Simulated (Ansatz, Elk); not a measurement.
# TiNiCl6: X-ray structure factors from the self-consistent density

Structure refinements treat a crystal as free atoms side by side. For a made-up structure of TiNiCl6 (cell and positions from a PBEsol relaxation) the runs below show what the calculated density changes in F(hkl).

Program: Elk 11.2.3 (patched build). Level of theory: DFT, PBE, all-electron APW+lo, Dirac cores, scalar-relativistic bands, static density, ferromagnetic start. Results are calculated unless marked as measured.

This account leaves out most program logs.

The structure was built from a prototype and need not be the compound's stable phase.

**1. The starting structure**

It takes space group R-3 (No. 148, trigonal). Conventional cell: a = 5.917 Å, b = 5.917 Å, c = 15.986 Å, α = 90.00°, β = 90.00°, γ = 120.00°. Nearest to Ni lie 6 Cl at 2.35 Å. Nearest to Ti lie 6 Cl at 2.34 Å. Cl has 1 Ti at 2.34 Å and 1 Ni at 2.35 Å nearest. Farther neighbours and most contacts between anions are not listed.

Coordinates:

```cif
data_structure
_symmetry_space_group_name_H-M 'R-3:H'
_symmetry_Int_Tables_number 148
_cell_length_a 5.9173
_cell_length_b 5.9173
_cell_length_c 15.9856
_cell_angle_alpha 90.000
_cell_angle_beta 90.000
_cell_angle_gamma 120.000
_cell_volume 484.73
loop_
_atom_site_label
_atom_site_type_symbol
_atom_site_symmetry_multiplicity
_atom_site_Wyckoff_symbol
_atom_site_fract_x
_atom_site_fract_y
_atom_site_fract_z
_atom_site_occupancy
Ni1 Ni 3 b 0.33333 0.66667 0.16667 1
Ti1 Ti 3 a 0.00000 0.00000 0.00000 1
Cl1 Cl 18 f 0.99876 0.65119 0.25024 1
```

**2. Ground state and structure factors**

An all-electron density is needed, since X-rays see the cores too. Task 0 finds the density and task 195 Fourier-transforms it; tshift is off so that phases refer to the origin typed.

Contents of elk.in:

```
tasks
  0
  195
  196

xctype
  20

spinpol
  .true.

rgkmax
  7.0

gmaxvr
  14.0

lmaxo
  7

lmaxapw
  8

swidth
  0.002

tshift
  .false.

ramdisk
  .false.

hmaxvr
  5.5

maxscl
  120

epspot
  1e-06

reducebf
  0.8

sppath
  './'

avec
  5.59100699696 3.22796939503 10.06948739341
  -5.59100699696 3.22796939503 10.06948739341
  -0.00000000000 -6.45593878918 10.06948739369

atoms
  3
  'Ni.in'
  1
  0.5000000000 0.5000000000 0.5000000000   0.000000 0.000000 -0.070000
  'Ti.in'
  1
  -0.0000000000 -0.0000000000 0.0000000000   0.000000 0.000000 0.000000
  'Cl.in'
  6
  0.4009467787 0.0973325224 0.7510055905   0.000000 0.000000 0.000000
  0.0973325224 0.7510055905 0.4009467787   0.000000 0.000000 0.000000
  0.7510055905 0.4009467787 0.0973325224   0.000000 0.000000 0.000000
  0.5990532213 0.9026674776 0.2489944095   0.000000 0.000000 0.000000
  0.9026674776 0.2489944095 0.5990532213   0.000000 0.000000 0.000000
  0.2489944095 0.5990532213 0.9026674776   0.000000 0.000000 0.000000

ngridk
  4 4 4
```

Started as:

```
$ OMP_NUM_THREADS=4 elk
```

The job ended after 6 min (4 threads of Arm Neoverse V2, shared host; peak memory 0.59 GiB; 19 min of CPU time).

SFACRHO.OUT:

```text

h k l indices transformed by vhmat matrix:
   1.000000000       0.000000000       0.000000000    
   0.000000000       1.000000000       0.000000000    
   0.000000000       0.000000000       1.000000000    

      h      k      l  multipl.   |H|            Re(F)            Im(F)           |F|

      0      0      0      1   0.0000000       152.00000      0.83691561E-17   152.00000    
     -1     -1     -1      2  0.62398264      -5.9428679     -0.75660343E-14   5.9428679    
      0     -1      0      6  0.68135059      -6.0125657      0.11349051E-13   6.0125657    
      0      1      1      6  0.77072914       48.737296      0.79945792E-14   48.737296    
     -1     -2     -1      6   1.0550652       36.630283      0.12294806E-13   36.630283    
      1     -1      0      6   1.1238021       1.3577022      0.12294806E-13   1.3577022    
      2      2      1      6   1.2257719      -6.6849664     -0.56745257E-14   6.6849664    
      2      2      2      2   1.2479653      -35.876851     -0.78778376E-13   35.876851    
     -1     -2      0      6   1.2854126      -69.793650      0.23643857E-13   69.793650    
      0      2      1      6   1.2854126       56.758853      0.42558943E-13   56.758853    
      1     -1     -1      6   1.3142183      -6.8678597     -0.26481120E-13   6.8678597    
      0     -2      0      6   1.3627012       29.540597      0.17023577E-13   29.540597    
      2      0      2      6   1.5414583       43.693451     -0.11349051E-13   43.693451    
      2      3      2      6   1.5939872      -6.4001248      0.35938663E-13   6.4001248    
     -1     -1     -3      6   1.6629636      -5.5554776     -0.41613188E-13   5.5554776    
      1      3      2      6   1.6793893       66.737466      0.22698103E-13   66.737466    
      2      3      1      6   1.6793893       65.507805      0.13240560E-13   65.507805    
      1     -2      0      6   1.7291908       2.3722140      0.89846657E-14   2.3722140
```

Elk indexes on the primitive cell of elk.in and gives |H| = 4π sin θ/λ in inverse bohr. Below, one row stands for each form hkl of the conventional cell (m members, Friedel mates merged), F is for one primitive cell and the density is static (no thermal factor). Free-atom factors are Waasmaier and Kirfel's, and R is Σm||F|−|F'||/Σm|F|.

```
   hkl  m  sin θ/λ (Å⁻¹)  abs F, DFT  neutral atoms   diff.    ions   diff.
   003  2          0.094       5.943          5.976  -0.033   7.280  -1.337
   101  6          0.102       6.013          6.025  -0.012   7.264  -1.252
   012  6          0.116      48.737         48.686  +0.051  46.327  +2.411
   104  6          0.159      36.630         36.815  -0.185  35.476  +1.154
   110  6          0.169       1.358          1.705  -0.347   0.389  +0.969
   015  6          0.184       6.685          6.460  +0.225   7.282  -0.597
   006  2          0.188      35.877         35.195  +0.682  36.121  -0.244
   113  6          0.193      69.794         69.103  +0.691  69.921  -0.128
2 -1 3  6          0.193      56.759         56.500  +0.259  55.755  +1.004
   021  6          0.198       6.868          6.631  +0.237   7.393  -0.526
   202  6          0.205      29.541         29.843  -0.302  29.247  +0.293
   024  6          0.232      43.694         43.641  +0.053  43.241  +0.452
   107  6          0.240       6.400          6.195  +0.205   6.773  -0.373
   205  6          0.250       5.556          5.441  +0.115   5.979  -0.423
2 -1 6  6          0.253      66.737         66.754  -0.016  66.358  +0.379
   116  6          0.253      65.508         65.775  -0.267  65.384  +0.124
3 -1 1  6          0.260       2.372          2.439  -0.067   1.903  +0.469
   211  6          0.260      14.662         14.390  +0.273  14.845  -0.182
3 -2 2  6          0.266      33.411         33.548  -0.136  33.362  +0.050
   122  6          0.266      31.956         32.292  -0.337  32.112  -0.157
   018  6          0.269      30.375         30.596  -0.222  30.436  -0.062
   009  2          0.281       6.619          6.433  +0.187   6.845  -0.226
```

The ions are Ti4+, Ni2+ and Cl−, by formal charge.

**3. The magnetisation density**

The same run holds the spin density, and task 196 transforms it. The order is that of the start, and no other was tried.

SFACMAG_1.OUT:

```text

h k l indices transformed by vhmat matrix:
   1.000000000       0.000000000       0.000000000    
   0.000000000       1.000000000       0.000000000    
   0.000000000       0.000000000       1.000000000    

      h      k      l  multipl.   |H|            Re(F)            Im(F)           |F|

      0      0      0      1   0.0000000       1.9994274      0.10015930E-17   1.9994274    
     -1     -1     -1      2  0.62398264      -1.2010483     -0.48211302E-15   1.2010483    
      0     -1      0      6  0.68135059      -1.2275399     -0.11267776E-15   1.2275399    
      0      1      1      6  0.77072914       1.3647875     -0.28608144E-15   1.3647875    
     -1     -2     -1      6   1.0550652       1.2168040      0.59109643E-15   1.2168040    
      1     -1      0      6   1.1238021       1.0353846      0.33249174E-16   1.0353846    
      2      2      1      6   1.2257719      -1.0932064      0.62803995E-15   1.0932064    
      2      2      2      2   1.2479653      0.88930119     -0.10194104E-14  0.88930119    
     -1     -2      0      6   1.2854126      -1.2730654     -0.29277745E-15   1.2730654    
      0      2      1      6   1.2854126     -0.87104329      0.50427914E-15  0.87104329    
      1     -1     -1      6   1.3142183      -1.1196846     -0.18841199E-15   1.1196846    
      0     -2      0      6   1.3627012       1.0319639      0.29924257E-15   1.0319639    
      2      0      2      6   1.5414583       1.0184478     -0.49134891E-15   1.0184478    
      2      3      2      6   1.5939872     -0.90661797      0.88387388E-15  0.90661797    
     -1     -1     -3      6   1.6629636     -0.84003805     -0.63958481E-15  0.84003805    
      1      3      2      6   1.6793893       1.0252526     -0.58093696E-15   1.0252526
```

The total moment is 2.00 μB a cell; sphere moments: Ni1 +1.40, Ti2 +0.06, Cl3 +0.07, Cl4 +0.07, Cl5 +0.07, Cl6 +0.07, Cl7 +0.07, Cl8 +0.07 μB. Polarised neutrons measure spin and orbital magnetisation together; without spin-orbit coupling the run gives the spin part:

```
   hkl  sin θ/λ (Å⁻¹)  abs F_M (μB)
   003          0.094         1.201
   101          0.102         1.228
   012          0.116         1.365
   104          0.159         1.217
   110          0.169         1.035
   015          0.184         1.093
   006          0.188         0.889
   113          0.193         1.273
2 -1 3          0.193         0.871
   021          0.198         1.120
   202          0.205         1.032
   024          0.232         1.018
   107          0.240         0.907
   205          0.250         0.840
```

**4. The highest occupied states alone**

An energy window below the Fermi level keeps the highest occupied states, to see at which angles they scatter; shallow core shells can lie inside it and anion s states outside. No new self-consistency is needed.

Edit elk.in of step 2 so:

```diff
@@ -1,5 +1,3 @@
 tasks
-  0
   195
-  196
 
@@ -44,2 +42,5 @@
 
+wsfac
+  -0.259700 0.407790
+
 sppath
```

Started as:

```
$ OMP_NUM_THREADS=4 elk
```

It took 23 s on 4 threads; peak memory 0.35 GiB; 30 s of CPU time.

States within 10 eV below the Fermi level hold 44.00 electrons; any levels below the window count with the cores. Their amplitudes can exceed the total, where window and core parts have opposite phase:

```
   hkl  sin θ/λ (Å⁻¹)  abs F, window  abs F, all
   003          0.094          5.990       5.943
   101          0.102          5.961       6.013
   012          0.116         10.434      48.737
   104          0.159          7.016      36.630
   110          0.169          0.489       1.358
   015          0.184          5.356       6.685
   006          0.188          4.905      35.877
   113          0.193         14.777      69.794
2 -1 3          0.193          4.360      56.759
   021          0.198          5.191       6.868
```

**5. Another functional**

The difference from free atoms is small, so it is set against the change that PBEsol makes.

Edit elk.in of step 4 so:

```diff
@@ -1,6 +1,8 @@
 tasks
+  0
   195
+  196
 
 xctype
-  20
+  22
 
@@ -42,5 +44,2 @@
 
-wsfac
-  -0.259700 0.407790
-
 sppath
```

Started as:

```
$ OMP_NUM_THREADS=4 elk
```

The job ended after 6.1 min (4 threads; peak memory 0.6 GiB; 20 min of CPU time).

Against the first run R = 0.05 %; the largest change is -0.099 at 006. The moment goes from 2.00 to 2.00 μB.

**6. A coarser k-mesh**

About half the k-points along each axis test the sampling.

Edit elk.in of step 5 so:

```diff
@@ -6,3 +6,3 @@
 xctype
-  22
+  20
 
@@ -70,2 +70,2 @@
 ngridk
-  4 4 4
+  2 2 2
```

Started as:

```
$ OMP_NUM_THREADS=4 elk
```

It took 2.3 min on 4 threads; peak memory 0.59 GiB.

Against the first run R = 0.01 %; the largest change is +0.011 at 113. The moment goes from 2.00 to 2.00 μB.

**7. With a Hubbard U**

A Hubbard U is put on the d shell, to see how far it moves the factors.

Edit elk.in of step 6 so:

```diff
@@ -70,2 +70,6 @@
 ngridk
-  2 2 2
+  4 4 4
+
+dft+u
+  1 1
+  1 2 0.220496 0.000000
```

Started as:

```
$ OMP_NUM_THREADS=4 elk
```

Run time: 8.1 min. Hardware: 4 threads; peak memory 0.58 GiB.

The run was cut off at its time limit.

**8. Settings against the effect**

```
          run  R against the first run (%)  R against neutral atoms, low angle (%)  wall time
PBE, rgkmax 7                         0.00                                    0.69      6 min
       PBEsol                         0.05                                    0.68    6.1 min
 k-mesh 2×2×2                         0.01                                    0.69    2.3 min
```

**9. Summary of results**

```json
{
  "R against neutral atoms, sin θ/λ < 0.3 Å⁻¹": "0.69 %",
  "R against neutral atoms, 0.3 to 0.54 Å⁻¹": "0.44 %",
  "R against ions, below 0.3 Å⁻¹": "1.70 %"
}
```

What this shows: Independent neutral atoms miss the calculated amplitudes by R = 0.69 % below 0.3 Å⁻¹ and 0.44 % from there to 0.54 Å⁻¹; by shells, 0.13 % below 0.15 Å⁻¹ (3 forms), 0.73 % 0.15 to 0.3 (23 forms), 0.53 % 0.3 to 0.45 (60 forms), 0.37 % above 0.45 (63 forms). Bonding, aspherical density and the tables' own atoms all enter these figures, and the runs don't part them. The largest change of an amplitude is +0.69 electrons, at 113. Weak lines can change much in proportion: 110 goes from 1.70 to 1.36. Formal ions give R = 1.70 % at low angle, further off than neutral atoms. The magnetic order is that of the start. No other order was tried here, and an antiferromagnetic one would change or move the magnetic intensity. The window's part falls from 44.0 electrons at the origin to at most 2.38 between 0.45 and 0.54 Å⁻¹, where compact states inside the window still scatter. Below 0.3 Å⁻¹ the changes that finished (PBEsol and k-mesh 2×2×2) move F by R = 0.08 % at most, against the 0.69 % that separates it from free atoms. The magnetic factors move by R = 2.0 % (PBEsol) and 0.9 % (k-mesh 2×2×2). The basis has no finished test. Part of the difference isn't bonding: the tables are fits to free atoms and ions calculated by other methods than this functional. Thermal motion, anomalous dispersion and extinction are left out.

[Logs are printed without paths, hosts, clocks, repeated set-up lines and the standing remarks that a program may print on its own settings, such as how far it seeks lower states.]

[Hosts, paths, dates, database ids (printed as entryN), source tags and the programs' standing remarks are cut or masked in the printed files.]
